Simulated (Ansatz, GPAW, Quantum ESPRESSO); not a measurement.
# The valence band of TiPt3 as photoemission sees it, part 4 of 8

Aim: the valence spectrum of TiPt3 from He I to hard X-rays, and which orbitals make each feature. Spin–orbit coupling is left out of the bands throughout.

Ansatz 0.2.0, Quantum ESPRESSO 7.5 and GPAW 26.7.0; DFT, LDA, plane-wave PAW, default files, scalar-relativistic (the session's first sound run).

So far. Step 3 (With PBEsol): Of the bands kept, 6 cross the Fermi level on this path. Step 5 (Quantum ESPRESSO: self-consistent run): The run ends at a pressure of -6.04 GPa.

The database entry behind the starting cell is an old determination (1943), so it need not match the best structure at ambient conditions.

**6. Quantum ESPRESSO: denser mesh**

Level of this step: DFT, LDA, plane waves, ultrasoft GBRV pseudopotentials, scalar-relativistic (Quantum ESPRESSO).

The levels for the density of states are solved on the fixed potential, without another SCF cycle.

The input, nscf.in:

```
&control
  calculation = 'nscf'
  prefix = 'pes'
  outdir = './tmp'
  pseudo_dir = './pp'
  verbosity = 'high'
/
&system
  ibrav = 0
  nat = 4
  ntyp = 2
  ecutwfc = 40.0
  ecutrho = 200.0
  occupations = 'smearing'
  nbnd = 42
  smearing = 'fd'
  degauss = 0.00367
/
&electrons
  conv_thr = 2.4e-08
  mixing_beta = 0.5
  electron_maxstep = 120
  diago_full_acc = .true.
/
ATOMIC_SPECIES
Pt 195.0840 pt_lda_v1.4.uspp.F.UPF
Ti 47.8670 ti_lda_v1.4.uspp.F.UPF
CELL_PARAMETERS angstrom
 3.897000000 0.000000000 0.000000000
 0.000000000 3.897000000 0.000000000
 0.000000000 0.000000000 3.897000000
ATOMIC_POSITIONS crystal
Pt 0.500000000 0.500000000 0.000000000
Pt 0.500000000 0.000000000 0.500000000
Pt 0.000000000 0.500000000 0.500000000
Ti 0.000000000 0.000000000 0.000000000
K_POINTS automatic
14 14 14 0 0 0
```

Command:

```console
$ OMP_NUM_THREADS=1 mpirun -n 4 pw.x -nk 4 -in nscf.in > nscf.out
```

Output:

```text
[banner, memory and clock lines left out]
Program PWSCF v.7.5 starts

          URL

     Atomic positions and unit cell read from directory:
     ./tmp/pes.save/

     Message from routine setup:
     using ibrav=0 with symmetry is DISCOURAGED, use correct ibrav instead

     G-vector sticks info

     bravais-lattice index     =            0
     lattice parameter (alat)  =       7.3643  a.u.
     unit-cell volume          =     399.3814 (a.u.)^3
     number of atoms/cell      =            4
     number of atomic types    =            2
     number of electrons       =        60.00
     number of Kohn-Sham states=           42
     kinetic-energy cutoff     =      40.0000  Ry
     charge density cutoff     =     200.0000  Ry
     Exchange-correlation=  SLA  PZ   NOGX NOGC
                           (   1   1   0   0   0   0   0)

     celldm(1)=   7.364263  celldm(2)=   0.000000  celldm(3)=   0.000000
     celldm(4)=   0.000000  celldm(5)=   0.000000  celldm(6)=   0.000000

     crystal axes: (cart. coord. in units of alat)
               a(1) = (   1.000000   0.000000   0.000000 )
               a(2) = (   0.000000   1.000000   0.000000 )
               a(3) = (   0.000000   0.000000   1.000000 )

     reciprocal axes: (cart. coord. in units 2 pi/alat)
               b(1) = (  1.000000  0.000000  0.000000 )
               b(2) = (  0.000000  1.000000  0.000000 )
               b(3) = (  0.000000  0.000000  1.000000 )

     PseudoPot. # 1 for Pt read from file:
     ./pp/pt_lda_v1.4.uspp.F.UPF
     Pseudo is Ultrasoft + core correction, Zval = 16.0
     Generated by new atomic code, or converted to UPF format
     Using radial grid of  985 points,  6 beta functions with:
                l(1) =   0
                l(2) =   0
                l(3) =   1
                l(4) =   1
                l(5) =   2
                l(6) =   2
     Q(r) pseudized with  8 coefficients,  rinner =    1.300   1.300   1.300
                                                       1.300   1.300

     PseudoPot. # 2 for Ti read from file:
     ./pp/ti_lda_v1.4.uspp.F.UPF
     Pseudo is Ultrasoft + core correction, Zval = 12.0
     Generated by new atomic code, or converted to UPF format
     Using radial grid of  851 points,  6 beta functions with:
                l(1) =   0
                l(2) =   0
                l(3) =   1
                l(4) =   1
                l(5) =   2
                l(6) =   2
     Q(r) pseudized with  6 coefficients,  rinner =    1.000   1.000   1.000
                                                       1.000   1.000

     atomic species   valence    mass     pseudopotential
     Pt               16.00   195.08400     Pt( 1.00)
     Ti               12.00    47.86700     Ti( 1.00)

     48 Sym. Ops., with inversion, found

                                    s                        frac. trans.

      isym =  1     identity

 cryst.   s( 1) = (     1          0          0      )
                  (     0          1          0      )
                  (     0          0          1      )

 cart.    s( 1) = (  1.0000000  0.0000000  0.0000000 )
                  (  0.0000000  1.0000000  0.0000000 )
                  (  0.0000000  0.0000000  1.0000000 )

      isym =  2     180 deg rotation - cart. axis [0,0,1]

 cryst.   s( 2) = (    -1          0          0      )
                  (     0         -1          0      )
                  (     0          0          1      )

 cart.    s( 2) = ( -1.0000000  0.0000000  0.0000000 )
                  (  0.0000000 -1.0000000  0.0000000 )
                  (  0.0000000  0.0000000  1.0000000 )

      isym =  3     180 deg rotation - cart. axis [0,1,0]

 cryst.   s( 3) = (    -1          0          0      )
                  (     0          1          0      )
                  (     0          0         -1      )

 cart.    s( 3) = ( -1.0000000  0.0000000  0.0000000 )
                  (  0.0000000  1.0000000  0.0000000 )
                  (  0.0000000  0.0000000 -1.0000000 )

      isym =  4     180 deg rotation - cart. axis [1,0,0]

 cryst.   s( 4) = (     1          0          0      )
                  (     0         -1          0      )
                  (     0          0         -1      )

 cart.    s( 4) = (  1.0000000  0.0000000  0.0000000 )
                  (  0.0000000 -1.0000000  0.0000000 )
                  (  0.0000000  0.0000000 -1.0000000 )

      isym =  5     180 deg rotation - cart. axis [1,1,0]

 cryst.   s( 5) = (     0          1          0      )
[...]
cart.    s( 5) = (  0.0000000  1.0000000  0.0000000 )
[...]
isym =  6     180 deg rotation - cart. axis [1,-1,0]

 cryst.   s( 6) = (     0         -1          0      )
[...]
cart.    s( 6) = (  0.0000000 -1.0000000  0.0000000 )
[...]
isym =  7      90 deg rotation - cart. axis [0,0,-1]

 cryst.   s( 7) = (     0         -1          0      )
[...]
cart.    s( 7) = (  0.0000000  1.0000000  0.0000000 )
[...]
isym =  8      90 deg rotation - cart. axis [0,0,1]

 cryst.   s( 8) = (     0          1          0      )
[...]
cart.    s( 8) = (  0.0000000 -1.0000000  0.0000000 )
[...]
isym =  9     180 deg rotation - cart. axis [1,0,1]

 cryst.   s( 9) = (     0          0          1      )
[...]
cart.    s( 9) = (  0.0000000  0.0000000  1.0000000 )
[...]
isym = 10     180 deg rotation - cart. axis [-1,0,1]

 cryst.   s(10) = (     0          0         -1      )
[...]
cart.    s(10) = (  0.0000000  0.0000000 -1.0000000 )
[...]
isym = 11      90 deg rotation - cart. axis [0,1,0]

 cryst.   s(11) = (     0          0         -1      )
[...]
cart.    s(11) = (  0.0000000  0.0000000  1.0000000 )
[...]
isym = 12      90 deg rotation - cart. axis [0,-1,0]

 cryst.   s(12) = (     0          0          1      )
[...]
cart.    s(12) = (  0.0000000  0.0000000 -1.0000000 )
[...]
isym = 13     180 deg rotation - cart. axis [0,1,1]

 cryst.   s(13) = (    -1          0          0      )
[...]
cart.    s(13) = ( -1.0000000  0.0000000  0.0000000 )
[...]
isym = 14     180 deg rotation - cart. axis [0,1,-1]

 cryst.   s(14) = (    -1          0          0      )
[...]
cart.    s(14) = ( -1.0000000  0.0000000  0.0000000 )
[...]
isym = 15      90 deg rotation - cart. axis [-1,0,0]

 cryst.   s(15) = (     1          0          0      )
[...]
Computing kpt #:     9  of    30 on this pool

     Computing kpt #:    10  of    30 on this pool

     Computing kpt #:    11  of    30 on this pool

     Computing kpt #:    12  of    30 on this pool

     Computing kpt #:    13  of    30 on this pool

     Computing kpt #:    14  of    30 on this pool

     Computing kpt #:    15  of    30 on this pool

     Computing kpt #:    16  of    30 on this pool

[...]
Computing kpt #:    23  of    30 on this pool

     Computing kpt #:    24  of    30 on this pool

     Computing kpt #:    25  of    30 on this pool

     Computing kpt #:    26  of    30 on this pool

     Computing kpt #:    27  of    30 on this pool

     Computing kpt #:    28  of    30 on this pool

     Computing kpt #:    29  of    30 on this pool

     Computing kpt #:    30  of    30 on this pool

     ethr =  4.00E-11,  avg # of iterations = 39.5

     End of band structure calculation

          k = 0.0000 0.0000 0.0000 (  1743 PWs)   bands (ev):

   -35.9337 -31.9096 -31.9096 -31.9096 -31.7198 -31.7198 -31.7198 -31.5613
   -31.5613 -31.5613 -12.4687 -12.4687 -12.4687  11.3420  14.1831  14.5443
    14.5443  14.8423  14.8423  14.8423  17.9810  17.9810  17.9810  19.9356
    19.9356  21.1082  21.6636  21.6636  21.6636  23.0097  23.0097  23.1963
    23.1963  23.1963  23.6736  23.6736  23.6736  29.9466  29.9466  32.6388
    32.6388  32.6388

     occupation numbers
     1.0000   1.0000   1.0000   1.0000   1.0000   1.0000   1.0000   1.0000
     1.0000   1.0000   1.0000   1.0000   1.0000   1.0000   1.0000   1.0000
     1.0000   1.0000   1.0000   1.0000   1.0000   1.0000   1.0000   1.0000
     1.0000   1.0000   0.2746   0.2746   0.2746   0.0000   0.0000   0.0000
     0.0000   0.0000   0.0000   0.0000   0.0000   0.0000   0.0000   0.0000
     0.0000   0.0000

          k = 0.0000 0.0000 0.0714 (  1735 PWs)   bands (ev):

   -35.9338 -31.9071 -31.9071 -31.9054 -31.7205 -31.7205 -31.7199 -31.5656
   -31.5631 -31.5631 -12.4703 -12.4690 -12.4690  11.4107  14.2269  14.5698
    14.6016  14.8672  14.8845  14.8845  17.9390  18.0026  18.0026  19.8762
    19.9450  21.0455  21.3231  21.3231  21.6637  22.6769  22.9762  23.0352
    23.0352  23.1464  23.6718  24.1305  24.1305  29.8148  30.2137  32.6493
    32.6593  32.6593

     occupation numbers
     1.0000   1.0000   1.0000   1.0000   1.0000   1.0000   1.0000   1.0000
[...]
0.0000   0.0000

          k = 0.0000 0.0000 0.1429 (  1735 PWs)   bands (ev):

[...]
32.5641  32.6639

     occupation numbers
[...]
0.0000   0.0000

          k = 0.0000 0.0000 0.2143 (  1727 PWs)   bands (ev):

[...]
32.2829  32.6617

     occupation numbers
[...]
0.0000   0.0000

          k = 0.0000 0.0000 0.2857 (  1719 PWs)   bands (ev):

[...]
31.8464  32.6421

     occupation numbers
[...]
0.0000   0.0000

          k = 0.0000 0.0000 0.3571 (  1719 PWs)   bands (ev):

[...]
31.2725  32.6159

     occupation numbers
[...]
0.0000   0.0000

          k = 0.0000 0.0000 0.4286 (  1710 PWs)   bands (ev):

[...]
30.6134  32.5947

     occupation numbers
[...]
0.0000   0.0000

          k = 0.0000 0.0000-0.5000 (  1686 PWs)   bands (ev):

[...]
occupation numbers
[...]
k = 0.0000 0.0714 0.0714 (  1733 PWs)   bands (ev):

[...]
occupation numbers
[...]
k = 0.0000 0.0714 0.1429 (  1726 PWs)   bands (ev):

[...]
occupation numbers
[...]
k = 0.0000 0.0714 0.2143 (  1725 PWs)   bands (ev):

[...]
occupation numbers
[...]
k = 0.0000 0.0714 0.2857 (  1724 PWs)   bands (ev):

[...]
occupation numbers
[...]
k = 0.0000 0.0714 0.3571 (  1715 PWs)   bands (ev):

[...]
occupation numbers
[...]
k = 0.0000 0.0714 0.4286 (  1710 PWs)   bands (ev):

[...]
occupation numbers
[...]
k = 0.0000 0.0714-0.5000 (  1698 PWs)   bands (ev):

[...]
occupation numbers
[...]
k = 0.0000 0.1429 0.1429 (  1727 PWs)   bands (ev):

[...]
occupation numbers
[...]
k = 0.0000 0.1429 0.2143 (  1718 PWs)   bands (ev):

[...]
k = 0.0000 0.1429 0.2857 (  1710 PWs)   bands (ev):

[...]
k = 0.0000 0.1429-0.5000 (  1708 PWs)   bands (ev):

[...]
k = 0.0000 0.2143-0.5000 (  1704 PWs)   bands (ev):

[...]
k = 0.0000 0.2857-0.5000 (  1698 PWs)   bands (ev):

[...]
k = 0.0000 0.3571-0.5000 (  1686 PWs)   bands (ev):

[...]
k = 0.0000 0.4286-0.5000 (  1684 PWs)   bands (ev):

[...]
k = 0.0000-0.5000-0.5000 (  1692 PWs)   bands (ev):

[...]
k = 0.0714 0.0714-0.5000 (  1704 PWs)   bands (ev):

[...]
k = 0.0714 0.1429-0.5000 (  1704 PWs)   bands (ev):

[...]
k = 0.0714 0.2143-0.5000 (  1706 PWs)   bands (ev):

[...]
k = 0.0714 0.2857-0.5000 (  1698 PWs)   bands (ev):

[...]
k = 0.0714 0.3571-0.5000 (  1696 PWs)   bands (ev):

[...]
k = 0.0714 0.4286-0.5000 (  1696 PWs)   bands (ev):

[...]
k = 0.0714-0.5000-0.5000 (  1700 PWs)   bands (ev):

[...]
k = 0.1429 0.1429-0.5000 (  1710 PWs)   bands (ev):

[...]
k = 0.1429 0.2143 0.3571 (  1705 PWs)   bands (ev):

[...]
k = 0.1429 0.2143 0.4286 (  1706 PWs)   bands (ev):

[...]
k = 0.1429 0.2143-0.5000 (  1710 PWs)   bands (ev):

[...]
k = 0.1429 0.2857 0.2857 (  1715 PWs)   bands (ev):

[...]
occupation numbers
[...]
k = 0.1429 0.2857 0.3571 (  1708 PWs)   bands (ev):

[...]
occupation numbers
[...]
k = 0.1429 0.2857 0.4286 (  1706 PWs)   bands (ev):

[...]
occupation numbers
[...]
k = 0.1429 0.2857-0.5000 (  1712 PWs)   bands (ev):

[...]
occupation numbers
[...]
0.0000   0.0000

          k = 0.1429 0.3571 0.3571 (  1696 PWs)   bands (ev):

[...]
33.8799  34.1104

     occupation numbers
[...]
0.0000   0.0000

          k = 0.1429 0.3571 0.4286 (  1702 PWs)   bands (ev):

[...]
33.5653  34.2548

     occupation numbers
[...]
0.0000   0.0000

          k = 0.1429 0.3571-0.5000 (  1700 PWs)   bands (ev):

[...]
33.3025  34.6368

     occupation numbers
[...]
0.0000   0.0000

          k = 0.1429 0.4286 0.4286 (  1689 PWs)   bands (ev):

   -35.9351 -31.8937 -31.8794 -31.8105 -31.8034 -31.7046 -31.6876 -31.6402
   -31.6094 -31.5610 -12.4903 -12.4884 -12.4798  14.5848  15.0379  15.4194
    15.5940  16.6637  16.7232  17.0578  17.3578  17.4195  17.4719  18.1408
    18.1436  18.4266  18.4825  19.1315  19.5540  20.0907  21.9244  22.0751
    22.3829  22.6870  23.1205  24.5429  25.0973  29.2417  30.2863  31.0513
    33.0509  34.6958

     occupation numbers
     1.0000   1.0000   1.0000   1.0000   1.0000   1.0000   1.0000   1.0000
     1.0000   1.0000   1.0000   1.0000   1.0000   1.0000   1.0000   1.0000
     1.0000   1.0000   1.0000   1.0000   1.0000   1.0000   1.0000   1.0000
```

Wall time 28 s (4 MPI ranks of Intel Xeon Platinum 8259CL at 2.50GHz (Skylake/Cascade Lake), shared host); 1.8 min of CPU time.

(Continued in part 5 of 8.)

[Logs are printed without paths, hosts, clocks, repeated set-up lines and the standing remarks that a program may print on its own settings, such as how far it seeks lower states.]

[Hosts, paths, dates, database ids (printed as entryN), source tags and the programs' standing remarks are cut or masked in the printed files.]

[Maps of the electrostatic potential energy from Ansatz leave out the sawtooth potential of an applied field or a dipole correction, so their vacuum need not be flat; work functions include it.]

[Peak lists hold at most the 14 tallest peaks of each spectrum; further lines can be left out.]
